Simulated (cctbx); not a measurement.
## Nd4PdS7 with cctbx, script by script

Library: cctbx 2025.11. The data are simulated by the first script.

## 1. Simulate the data

run.py:

```python
from cctbx import adptbx, crystal, miller, sgtbx, xray
from cctbx.array_family import flex
from iotbx.shelx import hklf
from scitbx import matrix
import scitbx.random

cs = crystal.symmetry(unit_cell=(8.22, 8.556, 9.562, 70.82, 71.94, 82.9), space_group_symbol='Hall: -P 1')  # P-1
atoms = [  # label, site, U (iso, or U11 U22 U33 U12 U13 U23 in A^2), occupancy
    ("Nd1", (0.2201, 0.6087, 0.7927), 0.0049, 1),
    ("Nd2", (0.2127, 0.6095, 0.2701), 0.0043, 1),
    ("Nd3", (0.3574, 0.1402, 0.1459), 0.0045, 1),
    ("Nd4", (0.3229, 0.1558, 0.6276), 0.0050, 1),
    ("Pd1", (0, 0, 0), 0.0057, 1),
    ("Pd2", (0, 0, 0.5), 0.0046, 1),
    ("S1", (0.8424, 0.5412, 0.395), 0.0065, 1),
    ("S2", (0.8526, 0.5839, 0.9049), 0.0066, 1),
    ("S3", (0.531, 0.7583, 0.1753), 0.0074, 1),
    ("S4", (0.5719, 0.6799, 0.6943), 0.0077, 1),
    ("S5", (0.2719, 0.8561, 0.9184), 0.0077, 1),
    ("S6", (0.2889, 0.9153, 0.494), 0.0069, 1),
    ("S7", (0.0502, 0.9316, 0.2596), 0.0082, 1),
]
xs = xray.structure(crystal_symmetry=cs)
for label, site, u, occ in atoms:
    u = adptbx.u_cif_as_u_star(cs.unit_cell(), u) if isinstance(u, tuple) else u
    xs.add_scatterer(xray.scatterer(label, site=site, u=u, occupancy=occ))
xs.set_inelastic_form_factors(0.7749, "sasaki")
xs.show_summary()
p1 = xs.expand_to_p1()
ms = miller.build_set(p1, anomalous_flag=True, d_min=0.65)
flex.set_random_seed(323035)
scitbx.random.set_random_seed(323035)
ms = ms.select(flex.random_double(ms.size()) < 0.7)
i = ms.structure_factors_from_scatterers(p1, algorithm="direct").f_calc().as_intensity_array().data()
i = i * 5000 / flex.max(i)
sig = flex.sqrt(i + flex.pow2(0.06 * i) + 4 ** 2)
noise = scitbx.random.variate(scitbx.random.normal_distribution())(i.size())
data = ms.array(data=i + sig * noise, sigmas=sig).set_observation_type_xray_intensity()
with open("data.hkl", "w") as f:
    data.export_as_shelx_hklf(f)
print("reflections written:", data.size(), " <I/sigma> = %.1f" % flex.mean(data.data() / data.sigmas()))
for h, a, b in list(data.sort("data"))[:12]:
    print("%4d%4d%4d %9.1f %7.1f" % (h + (a, b)))
```

```console
$ python run.py
```

```text
Number of scatterers: 13
At special positions: 2
Unit cell: (8.22, 8.556, 9.562, 70.82, 71.94, 82.9)
Space group: P -1 (No. 2)
reflections written: 6381  <I/sigma> = 5.6
  -1  -1  -4    4995.3   308.2
   3  -1   0    4604.9   266.8
   1  -2   0    4058.0   234.5
  -3   1   0    3966.3   266.8
   1   2   2    3553.3   211.2
   0   3   4    3530.3   200.4
   2   1  -2    3492.9   201.9
  -1   2   0    3344.1   234.5
  -3   2  -2    3194.9   192.8
   3  -2   2    3118.9   192.8
   0  -1   2    3080.7   191.2
   2  -3  -2    3021.5   189.6
```

It took 0.23 s on 1 thread of Arm Neoverse V2, on a shared host, peak memory 0.07 GiB.

## 2. Symmetry

run.py:

```python
from cctbx import crystal, sgtbx, statistics
from cctbx.array_family import flex
from iotbx.shelx import hklf

p1 = crystal.symmetry(unit_cell=(8.22, 8.556, 9.562, 70.82, 71.94, 82.9), space_group_symbol="P 1")
raw = hklf.reader(file_name="data.hkl").as_miller_arrays(crystal_symmetry=p1, anomalous=True)[0]
print(raw.size(), "reflections to d = %.3f A" % raw.d_min())
isig = raw.data() / raw.sigmas()
print("centring   violations  <I/sigma> of those")
best = "P"
for c in "ABCIRF":
    a = raw.customized_copy(space_group_info=sgtbx.space_group_info("Hall: %s 1" % c)).sys_absent_flags().data()
    m = flex.mean(isig.select(a))
    print("%5s %10d of %5d %8.1f" % (c, (isig.select(a) > 4).count(True), a.count(True), m))
    if (isig.select(a) > 4).count(True) < 0.01 * a.count(True):
        best = c
raw = raw.select(~raw.customized_copy(space_group_info=sgtbx.space_group_info("Hall: %s 1" % best)).sys_absent_flags().data())
isig = raw.data() / raw.sigmas()
rows = []
for s in sgtbx.space_group_symbol_iterator():
    g = sgtbx.space_group(s)
    if g.conventional_centring_type_symbol() != best or not g.is_compatible_unit_cell(p1.unit_cell(), 1e-3, 0.02):
        continue
    rows.append((s, g))
print("Laue class    unique    Rint  (classes that these axes allow; Friedel mates merged)")
rint = {}
for s, g in rows:
    laue = g.build_derived_patterson_group()
    key = laue.type().hall_symbol()
    if key not in rint:
        m = raw.customized_copy(space_group_info=laue.info(), anomalous_flag=False).merge_equivalents()
        rint[key] = m.r_int()
        print("%-14s %6d %7.3f" % (laue.type().lookup_symbol(), m.array().size(), m.r_int()))
floor = min(rint.values())
good = [(s, g) for s, g in rows if rint[g.build_derived_patterson_group().type().hall_symbol()] < 2 * floor + 0.03]
top = max(g.build_derived_patterson_group().order_z() for s, g in good)
print("space group    extra absences  I>4sigma  <I/sigma>")
for s, g in good:
    laue = g.build_derived_patterson_group()
    if laue.order_z() != top:
        continue
    a = raw.customized_copy(space_group_info=g.info()).sys_absent_flags().data()
    a &= ~raw.customized_copy(space_group_info=laue.info()).sys_absent_flags().data()
    bad = (isig.select(a) > 4).count(True)
    if bad <= 0.03 * a.count(True):
        print("%-16s %8d %10d %9s  %s" % (s.universal_hermann_mauguin(), a.count(True), bad, "%.1f" % flex.mean(isig.select(a)) if a.count(True) else "-", "centric" if g.is_centric() else "acentric"))
laue = max(good, key=lambda t: t[1].build_derived_patterson_group().order_z())[1].build_derived_patterson_group()
f = raw.customized_copy(space_group_info=laue.info(), anomalous_flag=False).merge_equivalents().array().eliminate_sys_absent().f_sq_as_f()
f.set_observation_type_xray_amplitude()
bins = max(3, min(8, f.size() // 12))
f.setup_binner(n_bins=bins)
w = statistics.wilson_plot(f, {e: n / laue.order_z() for e, n in {'Nd': 8.0, 'Pd': 2.0, 'S': 14.0}.items()}, e_statistics=True)
print("Wilson B = %.2f A^2   <|E^2-1|> = %.3f (0.968 centric, 0.736 acentric)   E^2>4: %.1f %%" % (w.wilson_b, w.mean_e_sq_minus_1, w.percent_e_sq_gt_2))
print("shell (A)         n   <I/sigma>")
m = raw.customized_copy(space_group_info=laue.info(), anomalous_flag=False).merge_equivalents().array().eliminate_sys_absent()
for b in m.setup_binner(n_bins=bins).range_used():
    sel = m.binner().selection(b)
    print("%5.2f - %4.2f %6d %8.1f" % (min(m.binner().bin_d_range(b)[0] if m.binner().bin_d_range(b)[0] > 0 else 99, 99), m.binner().bin_d_range(b)[1], sel.count(True), flex.mean((m.data() / m.sigmas()).select(sel))))
```

```console
$ python run.py
```

```text
6381 reflections to d = 0.650 A
centring   violations  <I/sigma> of those
    A       1830 of  3222      5.6
    B       1818 of  3174      5.7
    C       1866 of  3212      5.7
    I       1863 of  3220      5.7
    R       2395 of  4228      5.7
    F       2757 of  4804      5.7
Laue class    unique    Rint  (classes that these axes allow; Friedel mates merged)
P -1             4183   0.063
space group    extra absences  I>4sigma  <I/sigma>
P 1                     0          0         -  acentric
P -1                    0          0         -  centric
Wilson B = 0.39 A^2   <|E^2-1|> = 1.006 (0.968 centric, 0.736 acentric)   E^2>4: 5.1 %
shell (A)         n   <I/sigma>
 8.65 - 1.30    523      7.9
 1.30 - 1.03    528      7.4
 1.03 - 0.90    527      6.5
 0.90 - 0.82    533      6.9
 0.82 - 0.76    524      5.6
 0.76 - 0.72    520      6.1
 0.72 - 0.68    511      5.5
 0.68 - 0.65    517      5.2
```

Time: 0.23 s.

## 3. Charge flipping

run.py:

```python
import itertools
from cctbx import crystal, maptbx
from cctbx.array_family import flex
from iotbx.shelx import hklf
from smtbx.ab_initio import charge_flipping as cf

cs = crystal.symmetry(unit_cell=(8.22, 8.556, 9.562, 70.82, 71.94, 82.9), space_group_symbol='Hall: -P 1')  # P-1
raw = hklf.reader(file_name="data.hkl").as_miller_arrays(crystal_symmetry=cs, anomalous=True)[0]
merged = raw.eliminate_sys_absent().merge_equivalents()
fo2 = merged.array().set_observation_type_xray_intensity()
f = fo2.average_bijvoet_mates().f_sq_as_f().resolution_filter(d_min=0.8)
p1 = f.expand_to_p1()
work = p1
flex.set_random_seed(38996)
it = cf.weak_reflection_improved_iterator(delta=None, weak_reflection_fraction=0.2)
it.start(work, phases=flex.random_double(p1.size()) * 6.2832, f_000=0)
it.delta = 0.9 * it.rho_map.sigma()
print("cycle      R  skewness")
for n, st in enumerate(itertools.islice(it, 100)):
    if n % 8 == 0:
        print("%5d %6.3f %8.2f" % (n, st.r1_factor(), st.rho_map.skewness()))
rho = p1.phase_transfer(it.f_calc).fft_map().apply_volume_scaling()
polish = cf.low_density_elimination_iterator(constant_rho_c=rho.sigma())
polish.start(f_obs=p1, phases=it.f_calc, f_000=0)
for _ in range(8):
    next(polish)
print("origin shift          correlation  skewness")
maps = []
for fc, shift, cc in itertools.islice(cf.f_calc_symmetrisations(f, polish.f_calc, 0), 4):
    m = f.phase_transfer(fc).fft_map(symmetry_flags=maptbx.use_space_group_symmetry, resolution_factor=0.25).apply_sigma_scaling()
    maps.append((m.skewness(), cc, m))
    print("%6.3f %6.3f %6.3f %10.3f %9.2f" % (tuple(shift) + (cc, m.skewness())))
skew, cc, m = max((t for t in maps if t[1] > maps[0][1] - 0.04), key=lambda t: t[0])
print("taken: symmetry correlation %.3f, skewness %.2f" % (cc, skew))
peaks = m.peak_search(parameters=maptbx.peak_search_parameters(min_distance_sym_equiv=0.9, max_clusters=18)).all()
sps = cs.special_position_settings(min_distance_sym_equiv=0.5)
print("peak      x       y       z  mult  height/sigma")
for k, (x, h) in enumerate(zip(peaks.sites(), peaks.heights())):
    ss = sps.site_symmetry(x)
    print("Q%-3d %7.4f %7.4f %7.4f %4d %8.1f" % ((k + 1,) + tuple(t % 1 for t in ss.exact_site()) + (ss.multiplicity(), h)))
```

```console
$ python run.py
```

```text
cycle      R  skewness
    0  0.618     0.32
    8  0.440     1.44
   16  0.422     1.71
   24  0.431     1.81
   32  0.439     1.86
   40  0.433     1.94
   48  0.432     2.03
   56  0.429     2.06
   64  0.426     2.04
   72  0.436     2.02
   80  0.433     2.04
   88  0.433     2.06
   96  0.430     2.09
origin shift          correlation  skewness
 0.476  0.443  0.052      0.914      1.91
 0.476  0.444  0.302      0.914      1.96
 0.195  0.062  0.338      0.916      1.91
 0.196  0.063  0.089      0.916      1.81
taken: symmetry correlation 0.914, skewness 1.96
peak      x       y       z  mult  height/sigma
Q1    0.1337  0.3150  0.3913    2     10.8
Q2    0.4682  0.4527  0.5364    2      9.2
Q3    0.1352  0.3211  0.8876    2      8.5
Q4    0.4548  0.4387  0.0258    2      8.2
Q5    0.3202  0.9317  0.1825    2      8.1
Q6    0.3138  0.9230  0.6752    2      8.0
Q7    0.0068  0.2194  0.9624    2      6.9
Q8    0.3420  0.8519  0.9300    2      6.6
Q9    0.3567  0.4361  0.8386    2      5.7
Q10   0.2729  0.7148  0.1443    2      5.7
Q11   0.2382  0.8874  0.4908    2      5.2
Q12   0.2681  0.7174  0.6407    2      5.1
Q13   0.1304  0.3255  0.1751    2      5.0
Q14   0.0115  0.7857  0.5496    2      4.9
Q15   0.0565  0.8957  0.0360    2      4.7
Q16   0.1798  0.4428  0.8651    2      4.7
Q17   0.3760  0.2939  0.4980    2      4.7
Q18   0.1564  0.5213  0.5460    2      4.6
```

Time: 0.33 s.

## 4. Refinement (model from the peaks)

run.py:

```python
import math
from cctbx import adptbx, crystal, maptbx, sgtbx, xray
from cctbx.array_family import flex
from cctbx.xray import observations
from iotbx.shelx import hklf
from scitbx.lstbx import normal_eqns_solving
from smtbx import absolute_structure, utils
from smtbx.refinement import constraints, least_squares

cs = crystal.symmetry(unit_cell=(8.22, 8.556, 9.562, 70.82, 71.94, 82.9), space_group_symbol='Hall: -P 1')  # P-1
atoms = [  # label, site, U (iso, or U11 U22 U33 U12 U13 U23 in A^2), occupancy
    ("Nd1", (0.1337, 0.315, 0.3913), 0.0200, 1),
    ("Nd2", (0.1352, 0.3211, 0.8876), 0.0200, 1),
    ("Nd3", (0.4548, 0.4387, 0.0258), 0.0200, 1),
    ("Nd4", (0.3202, 0.9317, 0.1825), 0.0200, 1),
    ("Pd1", (0.3138, 0.923, 0.6752), 0.0200, 1),
    ("S1", (0.0068, 0.2194, 0.9624), 0.0200, 1),
    ("S2", (0.342, 0.8519, 0.93), 0.0200, 1),
    ("S3", (0.3567, 0.4361, 0.8386), 0.0200, 1),
    ("S4", (0.2729, 0.7148, 0.1443), 0.0200, 1),
    ("S5", (0.2382, 0.8874, 0.4908), 0.0200, 1),
    ("S6", (0.2681, 0.7174, 0.6407), 0.0200, 1),
]
xs = xray.structure(crystal_symmetry=cs)
for label, site, u, occ in atoms:
    u = adptbx.u_cif_as_u_star(cs.unit_cell(), u) if isinstance(u, tuple) else u
    xs.add_scatterer(xray.scatterer(label, site=site, u=u, occupancy=occ))
xs.set_inelastic_form_factors(0.7749, "sasaki")
raw = hklf.reader(file_name="data.hkl").as_miller_arrays(crystal_symmetry=cs, anomalous=True)[0]
merged = raw.eliminate_sys_absent().merge_equivalents()
fo2 = merged.array().set_observation_type_xray_intensity()
print("Rint %.3f, %d unique reflections to %.2f A" % (merged.r_int(), fo2.size(), fo2.d_min()))
for sc in xs.scatterers():
    sc.flags.set_grad_site(True)
    sc.flags.set_grad_u_aniso(sc.flags.use_u_aniso())
    sc.flags.set_grad_u_iso(sc.flags.use_u_iso())
obs = fo2.as_xray_observations()
extra = {}
rep = constraints.reparametrisation(xs, [], utils.connectivity_table(xs), **extra)
ls = least_squares.crystallographic_ls(obs, rep, weighting_scheme=least_squares.mainstream_shelx_weighting(a=0, b=0))
print("cycle     R1     wR2    GooF  max shift (A)")
for cycle in range(6):
    ls.build_up()
    r1, wr2, goof = ls.r1_factor(cutoff_factor=2)[0], ls.wR2(), ls.goof()
    old = xs.sites_cart()
    normal_eqns_solving.levenberg_marquardt_iterations(ls, n_max_iterations=3, tau=0.0001, step_threshold=1e-7)
    big = flex.max((xs.sites_cart() - old).norms())
    print("%4d %7.4f %7.4f %7.3f %9.5f" % (cycle + 1, r1, wr2, goof, big))
    ls.build_up(objective_only=True)
    if abs(ls.wR2() - wr2) < 5e-5 and big < 5e-4:
        break
ls.build_up()
print("final R1 %.4f wR2 %.4f GooF %.3f  parameters %d  data/parameter %.1f" % (ls.r1_factor(cutoff_factor=2)[0], ls.wR2(), ls.goof(), ls.n_parameters, fo2.size() / ls.n_parameters))
cov = ls.covariance_matrix_and_annotations()
su = dict(zip(cov.annotations, (math.sqrt(max(v, 0)) for v in cov.matrix.matrix_packed_u_diagonal())))
a2 = cs.unit_cell().reciprocal_parameters()[0] ** -2
print("atom        x        y        z      Ueq    occ   su(xyz)  su(Uiso or U11)")
for sc in xs.scatterers():
    s = max(su.get(sc.label + k, 0) for k in (".x", ".y", ".z"))
    npd = "" if sc.is_positive_definite_u(cs.unit_cell()) else "  NPD"
    print("%-5s %8.5f %8.5f %8.5f %8.4f %6.3f %8.5f %7.4f%s" % ((sc.label,) + sc.site + (sc.u_iso_or_equiv(cs.unit_cell()), sc.occupancy, s, su.get(sc.label + ".uiso", su.get(sc.label + ".u11", 0) * a2), npd)))
fo = fo2.f_sq_as_f()
fc = fo.structure_factors_from_scatterers(xs, algorithm="direct").f_calc()
diff = fo.f_obs_minus_f_calc(1 / math.sqrt(ls.scale_factor()), fc).average_bijvoet_mates()
m = diff.fft_map(symmetry_flags=maptbx.use_space_group_symmetry, resolution_factor=0.25).apply_volume_scaling()
print("difference map: max %.2f min %.2f rms %.2f" % (m.statistics().max(), m.statistics().min(), m.statistics().sigma()))
peaks = m.peak_search(parameters=maptbx.peak_search_parameters(min_distance_sym_equiv=0.6, max_clusters=7)).all()
near = xs.closest_distances(peaks.sites(), distance_cutoff=4)
sps = cs.special_position_settings(min_distance_sym_equiv=0.5)
for k, (x, h) in enumerate(zip(peaks.sites(), peaks.heights())):
    ss = sps.site_symmetry(x)
    print("Q%-3d %7.4f %7.4f %7.4f %4d %7.2f  %.2f A from %s" % ((k + 1,) + tuple(t % 1 for t in ss.exact_site()) + (ss.multiplicity(), h, near.smallest_distances[k], xs.scatterers()[near.i_seqs[k]].label)))
```

```console
$ python run.py
```

```text
Rint 0.063, 4183 unique reflections to 0.65 A
cycle     R1     wR2    GooF  max shift (A)
   1  0.7484  0.9503   7.913   0.45056
   2  0.5515  0.8490   7.069   0.62009
   3  0.5975  0.8819   7.343   0.50131
   4  0.5873  0.8747   7.283   0.51346
   5  0.5862  0.8727   7.266   0.13600
   6  0.5867  0.8728   7.267   0.06143
final R1 0.5874 wR2 0.8729 GooF 7.268  parameters 44  data/parameter 95.1
atom        x        y        z      Ueq    occ   su(xyz)  su(Uiso or U11)
Nd1    0.10644  0.32196  0.39326   0.0038  1.000  0.00136  0.0016
Nd2    0.12369  0.31573  0.90930   0.0061  1.000  0.00136  0.0016
Nd3    0.44882  0.47063  0.03227   0.0056  1.000  0.00141  0.0017
Nd4    0.33446  0.92334  0.18605   0.0098  1.000  0.00138  0.0018
Pd1    0.32149  0.93098  0.67348   0.0193  1.000  0.00249  0.0032
S1     0.01203  0.21419  0.96341   0.0410  1.000  0.01295  0.0186
S2     0.43041  0.94696  0.90489   0.0049  1.000  0.00524  0.0064
S3     0.37126  0.45937  0.83973   0.0187  1.000  0.00799  0.0103
S4     0.20275  0.59540  0.28265   0.1048  1.000  0.02321  0.0566
S5     0.26634  0.90928  0.49341   0.0134  1.000  0.00703  0.0088
S6     0.18051  0.59739  0.69807   0.1517  1.000  0.03462  0.0857
difference map: max 267.98 min -118.14 rms 15.29
Q1    0.1272  0.3159  0.9136    2  271.03  0.06 A from Nd2
Q2    0.3154  0.9322  0.6699    2  259.04  0.07 A from Pd1
Q3    0.3350  0.9206  0.1854    2  242.47  0.03 A from Nd4
Q4    0.1072  0.3244  0.3957    2  231.28  0.04 A from Nd1
Q5    0.4469  0.4620  0.0271    2  196.62  0.11 A from Nd3
Q6    0.0169  0.2169  0.9614    2  181.44  0.04 A from S1
Q7    0.0146  0.7763  0.5644    2  177.98  1.26 A from Nd1
```

Time: 0.57 s.

Figures of merit this high mean that the model is still wrong or incomplete.

## 5. Refinement (atoms added from the difference map)

run.py, as its changes from the last script of this kind:

```diff
@@ -12,11 +12,12 @@
-    ("Nd1", (0.1337, 0.315, 0.3913), 0.0200, 1),
-    ("Nd2", (0.1352, 0.3211, 0.8876), 0.0200, 1),
-    ("Nd3", (0.4548, 0.4387, 0.0258), 0.0200, 1),
-    ("Nd4", (0.3202, 0.9317, 0.1825), 0.0200, 1),
-    ("Pd1", (0.3138, 0.923, 0.6752), 0.0200, 1),
-    ("S1", (0.0068, 0.2194, 0.9624), 0.0200, 1),
-    ("S2", (0.342, 0.8519, 0.93), 0.0200, 1),
-    ("S3", (0.3567, 0.4361, 0.8386), 0.0200, 1),
-    ("S4", (0.2729, 0.7148, 0.1443), 0.0200, 1),
-    ("S5", (0.2382, 0.8874, 0.4908), 0.0200, 1),
-    ("S6", (0.2681, 0.7174, 0.6407), 0.0200, 1),
+    ("Nd1", (0.10644, 0.32196, 0.39326), 0.0038, 1),
+    ("Nd2", (0.12369, 0.31573, 0.9093), 0.0061, 1),
+    ("Nd3", (0.44882, 0.47063, 0.03227), 0.0056, 1),
+    ("Nd4", (0.33446, 0.92334, 0.18605), 0.0098, 1),
+    ("Pd1", (0.32149, 0.93098, 0.67348), 0.0193, 1),
+    ("S1", (0.01203, 0.21419, 0.96341), 0.0410, 1),
+    ("S2", (0.43041, 0.94696, 0.90489), 0.0049, 1),
+    ("S3", (0.37126, 0.45937, 0.83973), 0.0187, 1),
+    ("S4", (0.20275, 0.5954, 0.28265), 0.1048, 1),
+    ("S5", (0.26634, 0.90928, 0.49341), 0.0134, 1),
+    ("S6", (0.18051, 0.59739, 0.69807), 0.1517, 1),
+    ("S7", (0.0146, 0.7763, 0.5644), 0.0200, 1),
@@ -67 +68 @@
-peaks = m.peak_search(parameters=maptbx.peak_search_parameters(min_distance_sym_equiv=0.6, max_clusters=7)).all()
+peaks = m.peak_search(parameters=maptbx.peak_search_parameters(min_distance_sym_equiv=0.6, max_clusters=6)).all()
```

```console
$ python run.py
```

```text
Rint 0.063, 4183 unique reflections to 0.65 A
cycle     R1     wR2    GooF  max shift (A)
   1  0.5713  0.8641   7.198   0.17766
   2  0.5738  0.8656   7.210   0.05046
   3  0.5725  0.8645   7.201   0.02652
   4  0.5720  0.8639   7.196   0.03410
   5  0.5717  0.8636   7.194   0.10196
   6  0.5712  0.8631   7.190   0.42275
final R1 0.5693 wR2 0.8617 GooF 7.178  parameters 48  data/parameter 87.1
atom        x        y        z      Ueq    occ   su(xyz)  su(Uiso or U11)
Nd1    0.10600  0.32258  0.39352   0.0018  1.000  0.00122  0.0015
Nd2    0.12339  0.31601  0.91007   0.0074  1.000  0.00139  0.0017
Nd3    0.44914  0.46886  0.03363   0.0031  1.000  0.00127  0.0015
Nd4    0.33408  0.92247  0.18540   0.0073  1.000  0.00127  0.0017
Pd1    0.31948  0.92927  0.67368   0.0157  1.000  0.00224  0.0028
S1     0.00945  0.20487  0.97813   0.0365  1.000  0.01124  0.0160
S2     0.42648  0.95161  0.90332   0.0087  1.000  0.00548  0.0069
S3     0.37270  0.46763  0.83470   0.0553  1.000  0.01536  0.0249
S4     0.22440  0.59842  0.28282   0.1262  1.000  0.02879  0.0674
S5     0.28550  0.91151  0.48700   0.0461  1.000  0.01337  0.0197
S6     0.25969  0.56256  0.66718   0.2981  1.000  0.05587  0.1892
S7     0.01173  0.77078  0.57228   0.0266  1.000  0.00949  0.0120
difference map: max 264.39 min -125.92 rms 14.70
Q1    0.1280  0.3161  0.9133    2  267.31  0.06 A from Nd2
Q2    0.3157  0.9326  0.6702    2  251.68  0.05 A from Pd1
Q3    0.3357  0.9205  0.1858    2  227.74  0.02 A from Nd4
Q4    0.1070  0.3244  0.3947    2  213.80  0.03 A from Nd1
Q5    0.0159  0.2177  0.9608    2  194.12  0.16 A from S1
Q6    0.4473  0.4616  0.0250    2  160.74  0.12 A from Nd3
```

Time: 0.66 s.

Figures of merit this high mean that the model is still wrong or incomplete.

[Logs are printed without paths, hosts, clocks, repeated set-up lines and the standing remarks that a program may print on its own settings, such as how far it seeks lower states.]
